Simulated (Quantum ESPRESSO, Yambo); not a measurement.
# BiOBr (P4/nmm): Bethe-Salpeter spectra with Yambo, part 2 of 4

Wanted: excitons and ε₂ of BiOBr (P4/nmm), with cost.

Quantum ESPRESSO 7.5 and Yambo 5.3.0; PBEsol and many-body steps on it, plane waves. Known limits of the many-body steps: not at the basis limit; no spin-orbit coupling; coarse k mesh; bindings not settled in the k mesh.

So far. Step 4 (Screening and self-energy, 4×4×2 mesh, 176 bands …): The gap on the mesh goes from 2.21 eV to 3.55 eV, a correction of +1.33 eV. Step 5 (Excitons): The lowest state lies at 3.477 eV, 0.317 eV under the direct gap.

The database entry behind the starting cell differs from later determinations by our own check (0.1 to 0.3 % short, probably kX units), so it need not match the best structure at ambient conditions.

## 6. Levels from G0W0

This step: Bethe-Salpeter equation on PBEsol with G0W0 levels, plane waves, norm-conserving pseudopotentials.

Contents of bse4.in:

```
optics
bss
bse
em1s
dipoles
rim_cut
RandQpts= 1000000
RandGvec= 1 RL
Chimod= "HARTREE"
BSKmod= "SEX"
BSEmod= "resonant"
BSSmod= "d"
BSENGexx= 30 Ry
BSENGBlk= 6 Ry
% BSEQptR
 1 | 1 |
%
% BSEBands
 37 | 50 |
%
% BEnRange
 0 | 7 | eV
%
% BDmRange
 0.1 | 0.1 | eV
%
BEnSteps= 141
% BLongDir
 1 | 0 | 0 |
%
% BndsRnXs
 1 | 106 |
%
NGsBlkXs= 6 Ry
% LongDrXs
 1 | 1 | 1 |
%
KfnQPdb= "E < ./gw1/ndb.QP"
WRbsWF
```

Launch:

```console
$ OMP_NUM_THREADS=1 mpirun -n 4 yambo -F bse4.in -J bse4,bse3_W -C bse4 > bse4.log
```

What it wrote:

```text
 Yambo, version 5.3.0

 [02] CORE Variables Setup
 =========================

  [... cell, symmetries and grids as in the set-up ...]

  [02.05] Energies & Occupations
  ==============================

  [X] === General ===
  [X] Electronic Temperature                        :  0.000000  0.000000 [eV K]
  [X] Bosonic    Temperature                        :  0.000000  0.000000 [eV K]
  [X] Finite Temperature mode                       : no
  [X] El. density                                   :  0.74277E+24 [cm-3]
  [X] Fermi Level                                   :  9.548672 [eV]

  [X] === Gaps and Widths ===
  [X] Conduction Band Min                           :  2.213291 [eV]
  [X] Valence Band Max                              :  0.000000 [eV]
  [X] Filled Bands                                  :   46
  [X] Empty Bands                                   :   47  176
  [X] Direct Gap                                    :  2.277553 [eV]
  [X] Direct Gap localized at k                     :  2
  [X] Indirect Gap                                  :  2.213291 [eV]
  [X] Indirect Gap between kpts                     :   6   2
  [X] Last valence band width                       :  0.931944 [eV]
  [X] 1st conduction band width                     :  2.180027 [eV]

 [03] Transferred momenta grid and indexing
 ==========================================

 IBZ Q-points                                      :  12
 BZ  Q-points                                      :   32

 K/Q-points units:
 rlu = crystal or reduced units; cc = cartesian coordinates; iku = interal k-units

 Q [ 1]         [rlu]:  0.000000  0.000000  0.000000
 Q [ 2]         [rlu]:  0.000000  0.000000 -0.500000
 Q [ 3]         [rlu]:  0.000000  0.250000  0.000000
[...]
[K+QP] === Gaps and Widths ===
  [K+QP] Conduction Band Min                        :  3.546409 [eV]
  [K+QP] Valence Band Max                           : -0.531879E-5 [eV]
  [K+QP] Filled Bands                               :   46
  [K+QP] Empty Bands                                :   47  176
  [K+QP] Direct Gap                                 :  4.197173 [eV]
  [K+QP] Direct Gap localized at k                  :  2
  [K+QP] Indirect Gap                               :  3.546414 [eV]
  [K+QP] Indirect Gap between kpts                  :   5   2
  [K+QP] Last valence band width                    :  1.251780 [eV]
  [K+QP] 1st conduction band width                  :  2.325317 [eV]

  [coarse-grid] Minimum Bare Gap        [ev]:  2.213291
  [coarse-grid] Minimum Gap Correction  [ev]:  1.333123

  Eqp @ K [ 1]
  -151.7714 -151.7714  -89.8094  -89.8091  -89.7972  -89.7972  -89.7970  -89.7970
  -58.40347 -58.40340 -58.40255 -58.40251 -58.37755 -58.37755 -58.37743 -58.37743
  -58.36894 -58.36890 -21.33425 -21.13566 -21.13566 -21.12403 -21.12273 -21.08878
[...]
Eqp @ K [ 2]
[...]
Eqp @ K [ 3]
[...]
Eqp @ K [ 8]
[...]
Eqp @ K [ 9]
[...]
[... 33 further rows ...]
   22.67222  22.67223  23.39149  23.39149  25.07824  25.07824  25.62871  25.62871
   25.74706  25.74706  26.18681  26.18681  27.94684  27.94684  28.49424  28.49424

 [06] Dipoles
 ============

  [06.01] Setup: observables and procedures
  =========================================

  [WARNING] [r,Vnl^pseudo] included in position and velocity dipoles.

  [WARNING] In case H contains other non local terms, these are neglected

 [07] Static Dielectric Matrix
 =============================

    [08.01.05.02] Main kernel loop
    ==============================

    [08.01.05.03] Wave-Function Phases
    ==================================

    [BSE] WF phases found       :  46.13095 [o/o]

   [08.01.06] BSE solver(s) @q1
   ============================

   [08.01.07] Diago Solver @q1
   ===========================

 [11] Game Over & Game summary
```

The job ended after 23 s (4 MPI ranks of Arm Neoverse V1, shared host; peak memory 1.4 GiB).

This step gave:

```yaml
transitions_in_the_window: 1280
direct_gap_of_the_transition_levels: 3.794 eV
lowest_state: 3.467 eV
first_strong_exciton_over_a_fiftieth_of_the_strongest_listed: 4.421 eV
binding_of_the_lowest_state_below_the_direct_gap: 0.3275 eV
coulomb_term_of_one_mesh_cell: 0.3784 eV
```

The binding is 0.87 times the screened Coulomb term of one mesh cell (0.38 eV), so it is not shown settled.

The lowest state lies at 3.467 eV, 0.328 eV under the direct gap.

## 7. Triplet (no exchange term)

This step: Bethe-Salpeter equation on PBEsol with a scissors shift, plane waves, norm-conserving pseudopotentials.

bse5.in, as its differences from bse4.in of step 6:

```diff
@@ -12,3 +12,3 @@
 BSSmod= "d"
-BSENGexx= 30 Ry
+BSENGexx= 1 RL
 BSENGBlk= 6 Ry
@@ -37,3 +37,5 @@
 %
-KfnQPdb= "E < ./gw1/ndb.QP"
+% KfnQP_E
+ 1.517 | 1.0 | 1.0 |
+%
 WRbsWF
```

Launch:

```console
$ OMP_NUM_THREADS=1 mpirun -n 4 yambo -F bse5.in -J bse5,bse3_W -C bse5 > bse5.log
```

What it wrote:

```text
 Yambo, version 5.3.0

 [02] CORE Variables Setup
 =========================

  [... cell, symmetries and grids as in the set-up ...]

  [02.05] Energies & Occupations
  ==============================

  [X] === General ===
  [X] Electronic Temperature                        :  0.000000  0.000000 [eV K]
  [X] Bosonic    Temperature                        :  0.000000  0.000000 [eV K]
  [X] Finite Temperature mode                       : no
  [X] El. density                                   :  0.74277E+24 [cm-3]
  [X] Fermi Level                                   :  9.548672 [eV]

  [X] === Gaps and Widths ===
  [X] Conduction Band Min                           :  2.213291 [eV]
  [X] Valence Band Max                              :  0.000000 [eV]
  [X] Filled Bands                                  :   46
  [X] Empty Bands                                   :   47  176
  [X] Direct Gap                                    :  2.277553 [eV]
  [X] Direct Gap localized at k                     :  2
  [X] Indirect Gap                                  :  2.213291 [eV]
  [X] Indirect Gap between kpts                     :   6   2
  [X] Last valence band width                       :  0.931944 [eV]
  [X] 1st conduction band width                     :  2.180027 [eV]

 [03] Transferred momenta grid and indexing
 ==========================================

 IBZ Q-points                                      :  12
 BZ  Q-points                                      :   32

 K/Q-points units:
 rlu = crystal or reduced units; cc = cartesian coordinates; iku = interal k-units

 Q [ 1]         [rlu]:  0.000000  0.000000  0.000000
 Q [ 2]         [rlu]:  0.000000  0.000000 -0.500000
 Q [ 3]         [rlu]:  0.000000  0.250000  0.000000
[...]
[K+QP] === Gaps and Widths ===
  [K+QP] Conduction Band Min                        :  3.730291 [eV]
  [K+QP] Valence Band Max                           :  0.000000 [eV]
  [K+QP] Filled Bands                               :   46
  [K+QP] Empty Bands                                :   47  176
  [K+QP] Direct Gap                                 :  3.794553 [eV]
  [K+QP] Direct Gap localized at k                  :  2
  [K+QP] Indirect Gap                               :  3.730291 [eV]
  [K+QP] Indirect Gap between kpts                  :   6   2
  [K+QP] Last valence band width                    :  0.931944 [eV]
  [K+QP] 1st conduction band width                  :  2.180027 [eV]

  [coarse-grid] Minimum Bare Gap        [ev]:  2.213291
  [coarse-grid] Minimum Gap Correction  [ev]:  1.517000

  Eqp @ K [ 1]
  -152.4926 -152.4925  -90.5305  -90.5303  -90.5183  -90.5183  -90.5182  -90.5182
  -59.12461 -59.12454 -59.12368 -59.12365 -59.09868 -59.09868 -59.09857 -59.09857
  -59.09008 -59.09003 -22.05538 -21.85679 -21.85679 -21.84517 -21.84387 -21.80991
[...]
Eqp @ K [ 2]
[...]
Eqp @ K [ 3]
[...]
Eqp @ K [ 8]
[...]
Eqp @ K [ 9]
[...]
[... 33 further rows ...]
   22.35482  22.35482  23.07409  23.07409  24.76083  24.76083  25.31131  25.31131
   25.42965  25.42965  25.86941  25.86941  27.62943  27.62943  28.17684  28.17684

 [06] Dipoles
 ============

  [06.01] Setup: observables and procedures
  =========================================

  [WARNING] [r,Vnl^pseudo] included in position and velocity dipoles.

  [WARNING] In case H contains other non local terms, these are neglected

 [07] Static Dielectric Matrix
 =============================

    [08.01.05.02] Main kernel loop
    ==============================

    [08.01.05.03] Wave-Function Phases
    ==================================

    [BSE] WF phases found       :  46.13095 [o/o]

   [08.01.06] BSE solver(s) @q1
   ============================

   [08.01.07] Diago Solver @q1
   ===========================

 [11] Game Over & Game summary
```

It took 21 s on 4 MPI ranks; peak memory 1.4 GiB; 84 s of CPU time.

The lowest triplet lies at 3.459 eV; without spin-orbit coupling triplets are dark, so no spectrum is read.

## 8. Field along z

Contents of bse6.in:

```
optics
bss
bse
em1s
dipoles
rim_cut
RandQpts= 1000000
RandGvec= 1 RL
Chimod= "HARTREE"
BSKmod= "SEX"
BSEmod= "resonant"
BSSmod= "h"
BSENGexx= 30 Ry
BSENGBlk= 6 Ry
% BSEQptR
 1 | 1 |
%
% BSEBands
 35 | 52 |
%
% BEnRange
 0 | 9 | eV
%
% BDmRange
 0.1 | 0.1 | eV
%
BEnSteps= 181
% BLongDir
 0 | 0 | 1 |
%
% BndsRnXs
 1 | 106 |
%
NGsBlkXs= 6 Ry
% LongDrXs
 1 | 1 | 1 |
%
% KfnQP_E
 1.517 | 1.0 | 1.0 |
%
BSHayTrs= -0.02
```

Launch:

```console
$ OMP_NUM_THREADS=1 mpirun -n 4 yambo -F bse6.in -J bse6,bse3_W -C bse6 > bse6.log
```

What it wrote:

```text
 Yambo, version 5.3.0

 [02] CORE Variables Setup
 =========================

  [... cell, symmetries and grids as in the set-up ...]

  [02.05] Energies & Occupations
  ==============================

  [X] === General ===
  [X] Electronic Temperature                        :  0.000000  0.000000 [eV K]
  [X] Bosonic    Temperature                        :  0.000000  0.000000 [eV K]
  [X] Finite Temperature mode                       : no
  [X] El. density                                   :  0.74277E+24 [cm-3]
[...]
============================

   [08.01.07] Haydock Solver in the optics basis @q1 using the hermitian scheme
   ============================================================================

   Accuracy (requested)      : -0.020000 [o/o]

   [WARNING] [EPS_extend] Possible inaccuracy in the EPS prolungation

   [WARNING] [EPS_extend] Possible inaccuracy in the EPS prolungation

   [WARNING] [EPS_extend] Possible inaccuracy in the EPS prolungation

[...]
[WARNING] [EPS_extend] Possible inaccuracy in the EPS prolungation

   [WARNING] [EPS_extend] Possible inaccuracy in the EPS prolungation
   Iterations                :  106

 [11] Game Over & Game summary
```

Wall time 42 s (4 MPI ranks); peak memory 1.4 GiB; 2.8 min of CPU time.

Numbers from this step:

```
transitions in the window           : 2304
direct gap of the transition levels : 3.795 eV
```

The ε₂ has structure finer than the step of the table below, so its rows give means over 0.25 eV, whole bins alone (the curve runs from 0 to 9 eV). Peaks (eV: height): BSE 3.800: 4.41, 5.300: 12.7, 5.650: 9.58, 6.550: 6.78, 6.950: 8.34; no electron-hole interaction 4.150: 3.50, 5.950: 16.3, 6.900: 10.9, 7.400: 12.1, 8.050: 6.03.

Field along z; broadening 0.1 eV; transition window only. Limits: finite bands, cutoff and mesh; no spin-orbit coupling; coarse k mesh; exciton not shown settled in the k mesh. The ε₂ by photon energy; means over each step:

```
photon energy (eV)     BSE  no electron-hole interaction
              0.25  0.0273                        0.0274
              0.50  0.0300                        0.0299
              0.75  0.0331                        0.0327
              1.00  0.0368                        0.0360
              1.25  0.0413                        0.0399
              1.50  0.0468                        0.0445
              1.75  0.0536                        0.0501
              2.00  0.0624                        0.0569
              2.25  0.0742                        0.0654
              2.50  0.0908                        0.0764
              2.75   0.116                        0.0913
              3.00   0.160                         0.113
              3.25   0.258                         0.147
              3.50   0.635                         0.213
              3.75    2.95                         0.410
              4.00    1.69                          1.80
              4.25    1.68                          1.99
              4.50    1.57                          1.31
              4.75    1.91                          1.25
              5.00    4.06                          1.79
              5.25    9.69                          3.62
              5.50    8.64                          5.75
              5.75    7.91                          11.6
              6.00    4.99                          13.8
              6.25    4.53                          8.38
              6.50    5.86                          6.44
              6.75    4.98                          8.59
              7.00    6.81                          9.37
              7.25    3.55                          9.40
              7.50    3.35                          9.00
              7.75    3.82                          3.94
              8.00    3.28                          5.07
              8.25    3.85                          4.15
              8.50    2.78                          3.64
              8.75    1.93                          3.99
```

## 9. Beyond Tamm-Dancoff

Contents of bse7.in:

```
optics
bss
bse
em1s
dipoles
rim_cut
RandQpts= 1000000
RandGvec= 1 RL
Chimod= "HARTREE"
BSKmod= "SEX"
BSEmod= "coupling"
BSSmod= "d"
BSENGexx= 30 Ry
BSENGBlk= 6 Ry
% BSEQptR
 1 | 1 |
%
% BSEBands
 37 | 50 |
%
% BEnRange
 0 | 7 | eV
%
% BDmRange
 0.1 | 0.1 | eV
%
BEnSteps= 141
% BLongDir
 1 | 0 | 0 |
%
% BndsRnXs
 1 | 106 |
%
NGsBlkXs= 6 Ry
% LongDrXs
 1 | 1 | 1 |
%
% KfnQP_E
 1.517 | 1.0 | 1.0 |
%
WRbsWF
```

Launch:

```console
$ OMP_NUM_THREADS=1 mpirun -n 4 yambo -F bse7.in -J bse7,bse3_W -C bse7 > bse7.log
```

What it wrote:

```text
 Yambo, version 5.3.0

 [02] CORE Variables Setup
 =========================

  [... cell, symmetries and grids as in the set-up ...]

  [02.05] Energies & Occupations
  ==============================

  [X] === General ===
  [X] Electronic Temperature                        :  0.000000  0.000000 [eV K]
  [X] Bosonic    Temperature                        :  0.000000  0.000000 [eV K]
  [X] Finite Temperature mode                       : no
  [X] El. density                                   :  0.74277E+24 [cm-3]
[...]
=========================================

  [WARNING] [r,Vnl^pseudo] included in position and velocity dipoles.

  [WARNING] In case H contains other non local terms, these are neglected

 [07] Static Dielectric Matrix
 =============================

    [08.01.05.02] Main kernel loop
    ==============================

    [08.01.05.03] Wave-Function Phases
    ==================================

    [BSE] WF phases found       :  46.13095 [o/o]

   [08.01.06] BSE solver(s) @q1
   ============================

   [08.01.07] Diago Solver @q1
   ===========================

   [WARNING] Parallel non-herm diag not yet implemented. Switching to LK

 [11] Game Over & Game summary
```

It took 97 s on 4 MPI ranks; peak memory 2.7 GiB; 6.4 min of CPU time.

Numbers from this step:

```yaml
transitions_in_the_window: 1280
direct_gap_of_the_transition_levels: 3.795 eV
lowest_state: 3.477 eV
first_strong_exciton_over_a_fiftieth_of_the_strongest_listed: 4.106 eV
binding_of_the_lowest_state_below_the_direct_gap: 0.3177 eV
coulomb_term_of_one_mesh_cell: 0.3784 eV
```

The binding is 0.84 times the screened Coulomb term of one mesh cell (0.38 eV), so it is not shown settled.

The lowest state lies at 3.477 eV, 0.318 eV under the direct gap.

The ε₂ has structure finer than the step of the table below, so its rows give means over 0.25 eV, whole bins alone (the curve runs from 0 to 7 eV). Peaks (eV: height): BSE 4.550: 14.2, 5.200: 20.3, 5.800: 15.6; no electron-hole interaction 4.900: 9.26, 5.850: 15.8, 6.200: 18.4, 6.850: 12.0.

Field along x; broadening 0.1 eV; transition window only. Limits: finite bands, cutoff and mesh; no spin-orbit coupling; coarse k mesh; exciton not shown settled in the k mesh. ε₂ against photon energy; means over each step:

| photon energy (eV) | BSE | no electron-hole interaction |
| --- | --- | --- |
| 0.25 | 0.00769 | 0.00533 |
| 0.50 | 0.0156 | 0.0108 |
| 0.75 | 0.0240 | 0.0165 |
| 1.00 | 0.0332 | 0.0226 |
| 1.25 | 0.0436 | 0.0293 |
| 1.50 | 0.0556 | 0.0369 |
| 1.75 | 0.0700 | 0.0455 |
| 2.00 | 0.0876 | 0.0556 |
| 2.25 | 0.110 | 0.0679 |
| 2.50 | 0.140 | 0.0831 |
| 2.75 | 0.182 | 0.103 |
| 3.00 | 0.245 | 0.128 |
| 3.25 | 0.349 | 0.165 |
| 3.50 | 0.555 | 0.221 |
| 3.75 | 1.15 | 0.318 |
| 4.00 | 4.74 | 0.534 |
| 4.25 | 7.46 | 1.51 |
| 4.50 | 11.4 | 4.15 |
| 4.75 | 6.30 | 6.03 |
| 5.00 | 11.3 | 5.63 |
| 5.25 | 19.0 | 5.51 |
| 5.50 | 16.4 | 9.20 |
| 5.75 | 14.1 | 13.9 |
| 6.00 | 12.9 | 13.9 |
| 6.25 | 7.27 | 16.9 |
| 6.50 | 6.09 | 15.7 |
| 6.75 | 4.25 | 10.2 |

## 10. Finite momentum (q 2)

bse8.in, as its differences from bse7.in of step 9:

```diff
@@ -10,3 +10,3 @@
 BSKmod= "SEX"
-BSEmod= "coupling"
+BSEmod= "resonant"
 BSSmod= "d"
@@ -15,6 +15,6 @@
 % BSEQptR
- 1 | 1 |
+ 2 | 2 |
 %
 % BSEBands
- 37 | 50 |
+ 37 | 48 |
 %
```

Launch:

```console
$ OMP_NUM_THREADS=1 mpirun -n 4 yambo -F bse8.in -J bse8,bse3_W -C bse8 > bse8.log
```

What it wrote:

```text
 Yambo, version 5.3.0

 [02] CORE Variables Setup
 =========================

  [... cell, symmetries and grids as in the set-up ...]

  [02.05] Energies & Occupations
  ==============================

  [X] === General ===
  [X] Electronic Temperature                        :  0.000000  0.000000 [eV K]
  [X] Bosonic    Temperature                        :  0.000000  0.000000 [eV K]
  [X] Finite Temperature mode                       : no
  [X] El. density                                   :  0.74277E+24 [cm-3]
[...]
[06] Dipoles
 ============

  [06.01] Setup: observables and procedures
  =========================================

  [WARNING] [r,Vnl^pseudo] included in position and velocity dipoles.

  [WARNING] In case H contains other non local terms, these are neglected

 [07] Static Dielectric Matrix
 =============================

    [08.01.05.02] Main kernel loop
    ==============================

    [08.01.05.03] Wave-Function Phases
    ==================================

    [BSE] WF phases found       :  47.04861 [o/o]

   [08.01.06] BSE solver(s) @q2
   ============================

   [08.01.07] Diago Solver @q2
   ===========================

 [11] Game Over & Game summary
```

Elapsed: 8.1 s, on 4 MPI ranks; peak memory 1.3 GiB; 32 s of CPU time.

Numbers from this step:

- transitions in the window: 640
- lowest state: 3.683 eV
- first strong exciton (over a fiftieth of the strongest listed): 3.683 eV

The lowest state lies at 3.683 eV.

The ε₂ has structure finer than the step of the table below, so its rows give means over 0.2 eV, whole bins alone (the curve runs from 0 to 7 eV). Peaks (eV: height): BSE 4.35: 2.23, 5.75: 7.45, 6.85: 3.81; no electron-hole interaction 4.95: 2.69, 6.05: 7.94, 6.65: 6.57.

Longitudinal response along q; broadening 0.1 eV; transition window only; momentum transfer q number 2. Limits: finite bands, cutoff and mesh; no spin-orbit coupling; coarse k mesh; exciton not shown settled in the k mesh. The ε₂ by photon energy; means over each step:

```
photon energy (eV)     BSE  no electron-hole interaction
               0.2  0.0116                        0.0109
               0.4  0.0125                        0.0117
               0.6  0.0135                        0.0126
               0.8  0.0147                        0.0136
               1.0  0.0160                        0.0147
               1.2  0.0176                        0.0160
               1.4  0.0193                        0.0175
               1.6  0.0214                        0.0192
               1.8  0.0239                        0.0211
               2.0  0.0269                        0.0234
               2.2  0.0306                        0.0262
               2.4  0.0353                        0.0294
               2.6  0.0414                        0.0335
               2.8  0.0498                        0.0385
               3.0  0.0622                        0.0450
               3.2  0.0841                        0.0537
               3.4   0.140                        0.0666
               3.6   0.407                        0.0895
               3.8   0.394                         0.159
               4.0   0.329                         0.330
               4.2   0.898                         0.242
               4.4    1.79                         0.352
               4.6    1.58                         0.996
               4.8    1.46                          1.77
               5.0    1.74                          2.13
               5.2    2.40                          1.45
               5.4    3.95                          1.85
               5.6    5.17                          3.59
               5.8    6.53                          5.00
               6.0    3.44                          7.17
               6.2    2.93                          5.73
               6.4    2.93                          3.88
               6.6    2.54                          6.18
               6.8    3.18                          4.29
```

(Part 2 of 4 ends here.)

[Paths, hosts, dates, memory and timing lines, banners, echoed tables and standing remarks are left out of the program output.]

[Logs are printed without paths, hosts, clocks, repeated set-up lines and the standing remarks that a program may print on its own settings, such as how far it seeks lower states.]

[Runs of the session that timed out or met a known fault of the program may be left out.]

[Hosts, paths, dates, database ids (printed as entryN), source tags and the programs' standing remarks are cut or masked in the printed files.]
